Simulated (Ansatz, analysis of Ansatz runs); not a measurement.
# A hop of O in Mg2TiO4 (Imma), charge 0

How high is the barrier when O changes place in Mg2TiO4 (Imma)? The case: V_O hop (2.7 Å), charge 0, in a cell of 56 host atoms with 1 O taken out.

Program: Ansatz 0.2.0. Level of theory: plane-wave PAW DFT, PBEsol; nudged elastic band between two relaxed defect structures. Values are calculated unless marked as measured.

The raw output is cut from this account; settings, times and results stay.

In doubt: the saddle or end points were not verified (step 11), which bears on barriers.

## 1. Set-up

The cell holds 55 atoms: 16 Mg, 8 Ti and 31 O. Cell: a = 8.408 Å, b = 8.408 Å, c = 8.478 Å, α = 90.0°, β = 90.0°, γ = 89.7°. It derives from Mg2TiO4 (space group Imma). Nearest the centre at fractional (0.625, 0.625, 0.498): O28 at 1.33 Å, Ti20 at 1.49 Å, Ti24 at 1.49 Å, O35 at 2.37 Å, O39 at 2.37 Å, O48 at 2.50 Å, O43 at 2.50 Å, Mg12 at 2.57 Å.

The cell's shortest repeat is 8.4 Å.

## 2. Relaxation of the start point, charge 0

A barrier is counted from a minimum, so both ends are relaxed first. Small random displacements break the symmetry of the ideal sites, so that the defect can distort if it gains by it.

q0.start/input.yaml

```yaml
crystal:
  lattice:
    - [5.93160526, 5.95895149, 0.0]
    - [-5.93160526, 5.95895149, 0.0]
    - [0.0, 0.0, 8.47824647]
  atoms:
    - { symbol: Mg, position: [0.375, 0.375, 0.13611587] }
    - { symbol: Mg, position: [0.375, 0.875, 0.63611587] }
    - { symbol: Mg, position: [0.875, 0.375, 0.63611587] }
    - { symbol: Mg, position: [0.875, 0.875, 0.13611587] }
    - { symbol: Mg, position: [0.25, 0.0, 0.25] }
    - { symbol: Mg, position: [0.25, 0.5, 0.75] }
    - { symbol: Mg, position: [0.75, 0.0, 0.75] }
    - { symbol: Mg, position: [0.75, 0.5, 0.25] }
[... 43 atom lines left out ...]
    - { symbol: O, position: [0.48712461, 0.26287539, 0.50194585] }
    - { symbol: O, position: [0.48712461, 0.76287539, 0.00194585] }
    - { symbol: O, position: [0.98712461, 0.26287539, 0.00194585] }
    - { symbol: O, position: [0.98712461, 0.76287539, 0.50194585] }
basis:
  ecutwfc: 420
  xc_grid: 2
hamiltonian:
  xc: pbesol
kpoints:
  mp_grid: { grid: [1, 1, 1], shift: [0.25, 0.25, 0.25] }
scf:
  occupations: { method: fixed }
  max_iter: 150
output:
  forces: true
relax:
  f_tol: 0.02
  max_steps: 70
  random_displacement: { amplitude: 0.03, seed: 4492 }
```

Run with:

```sh
ansatz run input.yaml --threads 4 --pin off --max-ram 14131MiB --backend cpu --events-out ev --progress --plain --runs-dir out
```

Run time: 28 s. Hardware: 4 threads of Intel Xeon 6975P-C (Granite Rapids), shared host; peak memory 1.2 GiB.

The steps of the relaxation:

```csv
step,energy less that of the first step (eV),largest force component (eV/Å)
1,0.0000,1.0249
2,-0.3349,0.4558
3,-0.4812,0.2629
4,-0.5105,0.2402
5,-0.5258,0.2034
6,-0.5361,0.0763
7,-0.5300,0.3235
8,-0.5401,0.0783
9,-0.5416,0.0323
10,-0.5421,0.0130
```

Relaxation step 7 was tried and not accepted.

The atoms that moved most (Å, from the sites as typed, ahead of the random displacement, the mean shift of all atoms taken out):

```csv
atom,dx,dy,dz,length
Ti24,-0.026,-0.187,-0.028,0.191
Ti20,-0.138,-0.036,0.023,0.145
Ti17,0.008,-0.138,0.031,0.141
Ti21,0.013,-0.085,-0.014,0.087
Mg3,-0.073,0.025,-0.036,0.086
O44,-0.070,0.017,0.018,0.074
O47,-0.034,0.049,-0.002,0.060
Ti18,-0.005,-0.058,0.013,0.060
```

Neighbours of O28 at the end:

```
atom  distance (Å)
Ti20         1.867
 Mg2         2.023
Ti24         2.109
Mg12         2.119
 O39         2.694
 O35         2.712
 O48         2.804
 O43         2.816
```

This step gave:

```yaml
free_energy: -67848.8886 eV
r_m_s_move_of_the_farther_half_of_the_atoms: 0.04272 Å
largest_move_from_the_ideal_geometry_of_this_structure_a_common_shift_of_the_far_atoms_taken_out: 0.1877 Å
```

The relaxation gained 0.542 eV and ended with a largest force component of 0.013 eV/Å.

## 3. Relaxation of the end point, charge 0

The end point is relaxed in the same cell and settings, so that the two energies compare. Atoms more than 3.2 Å from the middle of the hop start where the first relaxation left them, the nearer ones on or close to their ideal places, with small random displacements.

q0.end/input.yaml

```yaml
crystal:
  lattice:
    - [5.93160526, 5.95895149, 0.0]
    - [-5.93160526, 5.95895149, 0.0]
    - [0.0, 0.0, 8.47824647]
  atoms:
    - { symbol: Mg, position: [0.37558703, 0.37496451, 0.13618731] }
    - { symbol: Mg, position: [0.375, 0.875, 0.63611587] }
    - { symbol: Mg, position: [0.875, 0.375, 0.63611587] }
[... 4 atom lines left out ...]
    - { symbol: Mg, position: [0.75, 0.5, 0.25] }
[... 3 atom lines left out ...]
    - { symbol: Mg, position: [0.5, 0.75, 0.25] }
[... 3 atom lines left out ...]
    - { symbol: Mg, position: [0.625, 0.625, 0.86388413] }
[... 3 atom lines left out ...]
    - { symbol: Ti, position: [0.75, 0.75, 0.5] }
[... 3 atom lines left out ...]
    - { symbol: Ti, position: [0.5, 0.5, 0.5] }
[... 3 atom lines left out ...]
    - { symbol: O, position: [0.737073, 0.512927, 0.498484] }
[... 6 atom lines left out ...]
    - { symbol: O, position: [0.50722809, 0.50722809, 0.27354562] }
[... 3 atom lines left out ...]
    - { symbol: O, position: [0.74277191, 0.74277191, 0.27354562] }
[... 3 atom lines left out ...]
    - { symbol: O, position: [0.75722809, 0.75722809, 0.72645438] }
[... 4 atom lines left out ...]
    - { symbol: O, position: [0.49277191, 0.49277191, 0.72645438] }
[... 6 atom lines left out ...]
    - { symbol: O, position: [0.99092602, 0.76525823, 0.50292654] }
basis:
  ecutwfc: 420
  xc_grid: 2
hamiltonian:
  xc: pbesol
kpoints:
  mp_grid: { grid: [1, 1, 1], shift: [0.25, 0.25, 0.25] }
scf:
  occupations: { method: fixed }
  max_iter: 150
output:
  forces: true
relax:
  f_tol: 0.02
  max_steps: 70
  random_displacement: { amplitude: 0.01, seed: 4492 }
```

The job ended after 24 s (4 threads; peak memory 1.2 GiB; 89 s of CPU time).

Step by step:

```csv
step,energy less that of the first step (eV),largest force component (eV/Å)
1,0.0000,2.2036
2,-0.2757,0.8246
3,-0.2843,0.6780
4,-0.3975,0.2441
5,-0.4085,0.3251
6,-0.4191,0.1309
7,-0.4231,0.0556
8,-0.4234,0.0298
9,-0.4236,0.0126
```

The atoms that moved most (Å, from the sites as typed, ahead of the random displacement):

```
atom      dx      dy      dz  length
Ti24   0.023  -0.179  -0.027   0.183
Ti20   0.137  -0.028   0.023   0.142
 Mg2   0.076   0.032  -0.036   0.090
Mg14   0.056   0.035  -0.024   0.070
Mg15   0.056  -0.031   0.026   0.069
 O52   0.056  -0.004   0.018   0.059
 O44   0.057   0.005  -0.015   0.059
Mg10  -0.005   0.034   0.040   0.053
```

Neighbours of O28 at the end:

```csv
atom,distance (Å)
Ti20,1.868
Mg3,2.023
Ti24,2.110
Mg8,2.119
O39,2.694
O35,2.713
O48,2.805
O43,2.817
```

Numbers from this step:

| Property | Result |
| --- | --- |
| free energy | -67848.8887 eV |
| r.m.s. move of the farther half of the atoms | 0.04220 Å |
| largest move from the ideal geometry of this structure, a common shift of the far atoms taken out | 0.1876 Å |

The relaxation gained 0.424 eV and ended with a largest force component of 0.013 eV/Å. The end lies within 1 meV of the start.

## 4. Nudged elastic band, charge 0

5 movable images are laid between the ends on a pair-potential path, which keeps atoms from colliding in the first guess. Each image feels the true force across the path and a spring force along it. The highest image is set to climb to the top of the path.

This step: plane-wave PAW DFT, PBEsol; nudged elastic band between two relaxed defect structures.

q0.neb/input.yaml

```yaml
crystal:
  lattice:
    - [5.93160526, 5.95895149, 0.0]
    - [-5.93160526, 5.95895149, 0.0]
    - [0.0, 0.0, 8.47824647]
  atoms:
    - { symbol: Mg, position: [0.37508717, 0.37398016, 0.13637054] }
    - { symbol: Mg, position: [0.37546374, 0.87274728, 0.6377562] }
    - { symbol: Mg, position: [0.87060214, 0.38311032, 0.63192901] }
    - { symbol: Mg, position: [0.87518528, 0.87434397, 0.13709639] }
    - { symbol: Mg, position: [0.25139306, -5.938e-05, 0.24965871] }
    - { symbol: Mg, position: [0.25060268, 0.50018142, 0.75093816] }
    - { symbol: Mg, position: [0.75308549, 0.00307613, 0.75255304] }
    - { symbol: Mg, position: [0.75275425, 0.5026243, 0.24844082] }
    - { symbol: Mg, position: [0.00144266, 0.25121175, 0.25039358] }
    - { symbol: Mg, position: [0.00081294, 0.74972993, 0.7480443] }
    - { symbol: Mg, position: [0.50165615, 0.24973143, 0.75047278] }
    - { symbol: Mg, position: [0.50052721, 0.7478136, 0.24917496] }
    - { symbol: Mg, position: [0.12486767, 0.12493017, 0.86399344] }
    - { symbol: Mg, position: [0.12063797, 0.62695655, 0.36417432] }
    - { symbol: Mg, position: [0.62500406, 0.12807923, 0.36121079] }
    - { symbol: Mg, position: [0.62502132, 0.62392069, 0.86200377] }
    - { symbol: Ti, position: [0.23877972, 0.23763174, 0.50370603] }
    - { symbol: Ti, position: [0.24443082, 0.74537016, 0.00164844] }
    - { symbol: Ti, position: [0.74561294, 0.24695714, 0.0009497] }
    - { symbol: Ti, position: [0.73503917, 0.75849454, 0.50279666] }
    - { symbol: Ti, position: [-0.00629524, -0.00843297, 0.4983954] }
    - { symbol: Ti, position: [-0.00387123, 0.49436219, -0.00228468] }
    - { symbol: Ti, position: [0.4968572, -0.00613982, -0.00094363] }
    - { symbol: Ti, position: [0.48184903, 0.48630419, 0.49681578] }
    - { symbol: O, position: [0.01407855, 0.24231916, 0.49886243] }
    - { symbol: O, position: [0.01369019, 0.73829394, 0.99794616] }
    - { symbol: O, position: [0.51385971, 0.23748858, 0.99829529] }
    - { symbol: O, position: [0.51445841, 0.73481753, 0.49843024] }
    - { symbol: O, position: [0.24031182, 0.01087805, 0.4984762] }
    - { symbol: O, position: [0.23920424, 0.51286135, 0.99812918] }
    - { symbol: O, position: [0.73898409, 0.01355666, 0.99863121] }
    - { symbol: O, position: [0.00847351, 0.00839633, 0.27288083] }
    - { symbol: O, position: [0.00830148, 0.50754932, 0.77354744] }
    - { symbol: O, position: [0.50963118, 0.00697384, 0.77298509] }
    - { symbol: O, position: [0.51181551, 0.50453088, 0.27451225] }
    - { symbol: O, position: [0.24488986, 0.24306151, 0.27608506] }
    - { symbol: O, position: [0.244037, 0.74261169, 0.77530508] }
    - { symbol: O, position: [0.74472534, 0.24544796, 0.77416902] }
    - { symbol: O, position: [0.74320011, 0.74193269, 0.27610918] }
    - { symbol: O, position: [0.25927331, 0.25728466, 0.72747511] }
    - { symbol: O, position: [0.25854679, 0.75671684, 0.22726195] }
    - { symbol: O, position: [0.75915517, 0.25965826, 0.22657786] }
    - { symbol: O, position: [0.75718631, 0.75796819, 0.7261037] }
    - { symbol: O, position: [0.25807672, 0.49427915, 0.50409956] }
    - { symbol: O, position: [0.26444022, 0.9877504, 0.00199111] }
    - { symbol: O, position: [0.76352727, 0.4884733, 0.00138979] }
    - { symbol: O, position: [0.76377927, 0.99395912, 0.50182846] }
    - { symbol: O, position: [0.49537847, 0.49147926, 0.7236709] }
    - { symbol: O, position: [0.4946477, 0.99200001, 0.22607671] }
    - { symbol: O, position: [0.99420768, 0.49359756, 0.22452128] }
    - { symbol: O, position: [0.99371365, 0.99329264, 0.726165] }
    - { symbol: O, position: [0.48986355, 0.26314823, 0.50217146] }
    - { symbol: O, position: [0.48921228, 0.76234745, 0.00197532] }
    - { symbol: O, position: [0.98871322, 0.2632276, 0.00226779] }
    - { symbol: O, position: [0.99042617, 0.76427388, 0.50310977] }
basis:
  ecutwfc: 420
  xc_grid: 2
hamiltonian:
  xc: pbesol
kpoints:
  mp_grid: { grid: [1, 1, 1], shift: [0.25, 0.25, 0.25] }
scf:
  occupations: { method: fixed }
  max_iter: 150
output:
  forces: true
neb:
  images: 5
  f_tol: 0.04
  climbing: true
  initial_path: idpp
  max_iterations: 45
  order_check: false
  final_atoms:
    - { symbol: Mg, position: [0.37448187, 0.37450892, 0.13633777] }
    - { symbol: Mg, position: [0.38386226, 0.86981166, 0.631838] }
    - { symbol: Mg, position: [0.87339155, 0.37489926, 0.6377112] }
[... 4 atom lines left out ...]
    - { symbol: Mg, position: [0.74829935, 0.49998168, 0.24924228] }
[... 3 atom lines left out ...]
    - { symbol: Mg, position: [0.50307972, 0.75222928, 0.24831661] }
[... 3 atom lines left out ...]
    - { symbol: Mg, position: [0.62438334, 0.62450214, 0.86204149] }
[... 3 atom lines left out ...]
    - { symbol: Ti, position: [0.75895566, 0.73462063, 0.50277204] }
[... 3 atom lines left out ...]
    - { symbol: Ti, position: [0.48665536, 0.48147498, 0.49680134] }
[... 3 atom lines left out ...]
    - { symbol: O, position: [0.73534218, 0.51386617, 0.49842812] }
[... 6 atom lines left out ...]
    - { symbol: O, position: [0.50496189, 0.51130015, 0.27441476] }
[... 3 atom lines left out ...]
    - { symbol: O, position: [0.74244384, 0.74264232, 0.27604413] }
[... 3 atom lines left out ...]
    - { symbol: O, position: [0.75838706, 0.756684, 0.72612775] }
[... 4 atom lines left out ...]
    - { symbol: O, position: [0.49185757, 0.49492752, 0.72373883] }
[... 6 atom lines left out ...]
    - { symbol: O, position: [0.99435079, 0.76324626, 0.50188339] }
```

Elapsed: 12 min, on 4 threads; peak memory 3.7 GiB; 29 min of CPU time.

The path, image by image:

```
image  path (Å)  energy (eV)      O28: x, y, z (Å)
    0     0.000       0.0000  -1.307, 7.444, 4.226
    1     1.057       0.5451  -1.387, 7.445, 4.120
    2     2.115       0.5974  -0.873, 7.446, 4.267
    3     3.178       1.8181   0.003, 7.445, 4.273
    4     4.251       0.5845   0.886, 7.445, 4.266
    5     5.323       0.5824   1.407, 7.447, 4.118
    6     6.397      -0.0001   1.314, 7.444, 4.226
```

Numbers from this step:

| Quantity | Value |
| --- | --- |
| free energy | -67847.0704 eV |
| barrier forward | 1.818 eV |
| barrier backward | 1.818 eV |
| end less start | -1.42e-4 eV |
| hop length | 2.621 Å |

Track of the atom that was set to move:

```
image   x (Å)  y (Å)  z (Å)  nearest neighbour  distance (Å)
    0  -1.307  7.444  4.226                 Ti         1.867
    1  -1.387  7.445   4.12                 Ti         1.985
    2  -0.873  7.446  4.267                 Ti         1.928
    3   0.003  7.445  4.273                 Ti         1.823
    4   0.886  7.445  4.266                 Ti          1.93
    5   1.407  7.447  4.118                 Mg         1.986
    6   1.314  7.444  4.226                 Ti         1.868
```

The band met its tolerance of 0.04 eV/Å after 22 iterations, with image 3 on top (the start counts as 0). O28, which moves farthest between the ends, has 2 Ti at 1.87 to 2.11 Å and 2 Mg at 2.02 to 2.12 Å nearest at the start and 2 Ti at 1.82 Å at the top.

## 5. Single point at the start point, PBEsol, denser k-mesh

Three single points on a denser mesh (start, top, end) show how much of the barrier is sampling error. The start is shown; top and end are run alike.

This step: plane-wave PAW DFT, PBEsol; single point of a defect supercell on a structure of the PBEsol path.

q0.start.mesh/input.yaml

```yaml
crystal:
  lattice:
    - [5.93160526, 5.95895149, 0.0]
    - [-5.93160526, 5.95895149, 0.0]
    - [0.0, 0.0, 8.47824647]
  atoms:
    - { symbol: Mg, position: [0.37508717, 0.37398016, 0.13637054] }
    - { symbol: Mg, position: [0.37546374, 0.87274728, 0.6377562] }
    - { symbol: Mg, position: [0.87060214, 0.38311032, 0.63192901] }
[... 4 atom lines left out ...]
    - { symbol: Mg, position: [0.75275425, 0.5026243, 0.24844082] }
[... 3 atom lines left out ...]
    - { symbol: Mg, position: [0.50052721, 0.7478136, 0.24917496] }
[... 3 atom lines left out ...]
    - { symbol: Mg, position: [0.62502132, 0.62392069, 0.86200377] }
[... 3 atom lines left out ...]
    - { symbol: Ti, position: [0.73503917, 0.75849454, 0.50279666] }
[... 3 atom lines left out ...]
    - { symbol: Ti, position: [0.48184903, 0.48630419, 0.49681578] }
[... 3 atom lines left out ...]
    - { symbol: O, position: [0.51445841, 0.73481753, 0.49843024] }
[... 6 atom lines left out ...]
    - { symbol: O, position: [0.51181551, 0.50453088, 0.27451225] }
[... 3 atom lines left out ...]
    - { symbol: O, position: [0.74320011, 0.74193269, 0.27610918] }
[... 3 atom lines left out ...]
    - { symbol: O, position: [0.75718631, 0.75796819, 0.7261037] }
[... 4 atom lines left out ...]
    - { symbol: O, position: [0.49537847, 0.49147926, 0.7236709] }
[... 6 atom lines left out ...]
    - { symbol: O, position: [0.99042617, 0.76427388, 0.50310977] }
basis:
  ecutwfc: 420
  xc_grid: 2
hamiltonian:
  xc: pbesol
kpoints:
  mp_grid: { grid: [2, 2, 2], shift: [0.5, 0.5, 0.5] }
scf:
  occupations: { method: fixed }
  max_iter: 150
output:
  forces: true
  eigenvalues: true
checkpoint:
  write: "../q0.start.mesh.run"
  compress: false
  write_wavefunctions: false
  write_every: 100000
```

The job ended after 16 s (4 threads; peak memory 3.1 GiB).

This step gave:

```yaml
free_energy: -67848.8391 eV
```

## 6. Barrier from single points, PBEsol, denser k-mesh

Analysis of the runs above: barrier from PBEsol single points on the PBEsol path.

It gives:

```yaml
barrier_forward: 1.690 eV
barrier_backward: 1.691 eV
end_less_start: -5.87e-4 eV
```

This gives 1.690 eV against the band's 1.818 eV, so the sampling matters here, and the denser value is the better one.

## 7. Single point at the start point, LDA

Three single points with LDA show how much the barrier depends on that choice; lattice and path are kept. The start is shown; top and end are run alike.

This step: plane-wave PAW DFT, LDA; single point of a defect supercell on a structure of the PBEsol path.

q0.start.lda/input.yaml, as its differences from q0.start.mesh/input.yaml of step 5:

```diff
@@ -35,5 +35,5 @@
 hamiltonian:
-  xc: pbesol
+  xc: lda
 kpoints:
-  mp_grid: { grid: [2, 2, 2], shift: [0.5, 0.5, 0.5] }
+  mp_grid: { grid: [1, 1, 1], shift: [0.25, 0.25, 0.25] }
 scf:
@@ -45,3 +45,3 @@
 checkpoint:
-  write: "../q0.start.mesh.run"
+  write: "../q0.start.lda.run"
   compress: false
```

Wall time 5.1 s (4 threads); peak memory 1.2 GiB; 18 s of CPU time.

Read from the output:

```yaml
free_energy: -67323.6468 eV
```

## 8. Barrier from single points, LDA

Analysis of the runs above: barrier from LDA single points on the PBEsol path.

It gives:

| Item | Value |
| --- | --- |
| barrier forward | 1.475 eV |
| barrier backward | 1.474 eV |
| end less start | 8.99e-4 eV |

This gives 1.475 eV against the band's 1.818 eV.

## 9. Single point at the start point, r2SCAN

Three single points with a meta-GGA, at its higher cutoff of 500 eV, show what it does to the barrier on the path found. The start is shown; top and end are run alike.

This step: plane-wave PAW DFT, r2SCAN; single point of a defect supercell on a structure of the PBEsol path.

q0.start.r2scan/input.yaml, as its differences from q0.start.lda/input.yaml of step 7:

```diff
@@ -32,6 +32,6 @@
 basis:
-  ecutwfc: 420
+  ecutwfc: 500
   xc_grid: 2
 hamiltonian:
-  xc: lda
+  xc: r2scan
 kpoints:
@@ -45,3 +45,3 @@
 checkpoint:
-  write: "../q0.start.lda.run"
+  write: "../q0.start.r2scan.run"
   compress: false
```

Wall time 7.8 s (4 threads); peak memory 1.6 GiB; 29 s of CPU time.

This step gave:

- free energy: -68572.2265 eV

## 10. Barrier from single points, r2SCAN

Analysis of the runs above: barrier from r2SCAN single points on the PBEsol path.

It gives:

```yaml
barrier_forward: 2.072 eV
barrier_backward: 2.073 eV
end_less_start: -6.72e-4 eV
```

This gives 2.072 eV against the band's 1.818 eV.

## 11. Band with another choice: wide smearing

A wide smearing tests how much the barrier leans on the occupations.

This step: plane-wave PAW DFT, PBEsol; nudged elastic band between two relaxed defect structures.

q0.try0/input.yaml, as its differences from q0.neb/input.yaml of step 4:

```diff
@@ -69,3 +69,3 @@
 scf:
-  occupations: { method: fixed }
+  occupations: { method: gaussian, width: 0.2 }
   max_iter: 150
@@ -78,3 +78,3 @@
   initial_path: idpp
-  max_iterations: 45
+  max_iterations: 30
   order_check: false
```

The job ended after 10 min (4 threads; peak memory 4 GiB; 25 min of CPU time).

The run converged with other settings, drawn as a test and not checked for convergence; the results below rest on the first set.

What was changed: wide smearing.

Its highest image lies 1.66 eV above the start; the sound band gave 1.82 eV.

## 12. Results

| Item | Value |
| --- | --- |
| barrier forward | 1.82 eV |
| barrier backward | 1.82 eV |
| end less start | 0.00 eV |
| hop length | 2.62 Å |
| band iterations, as the log counts them | 22 |
| barrier from single points, PBEsol, denser k-mesh | 1.69 eV |
| barrier from single points, LDA | 1.47 eV |
| barrier from single points, r2SCAN | 2.07 eV |

**Reading.** The top of the band lies 1.82 eV above the start and 1.82 eV above the end, which are alike in energy and neighbours. On the denser mesh the top lies 1.69 eV above the start, so the band's own sampling is not converged for this barrier. Across functionals on this path (PBEsol 1.818, LDA 1.475 and r2SCAN 2.072 eV) the values spread by 0.597 eV. The order of the top as a saddle was not checked for all atoms, so a bent path could be lower. What this leaves open: one k-point off the zone centre stands for the whole zone; periodic copies of the defect are only 8.4 Å apart.

[Long decimals in the printed logs are rounded to 6 places.]

[Repeated set-up lines and some long k-point lines are left out of the logs, and relaxed atomic positions are cut to six decimals.]

[Logs are printed without paths, hosts, clocks, repeated set-up lines and the standing remarks that a program may print on its own settings, such as how far it seeks lower states.]

[Hosts, paths, dates, database ids (printed as entryN), source tags and the programs' standing remarks are cut or masked in the printed files.]
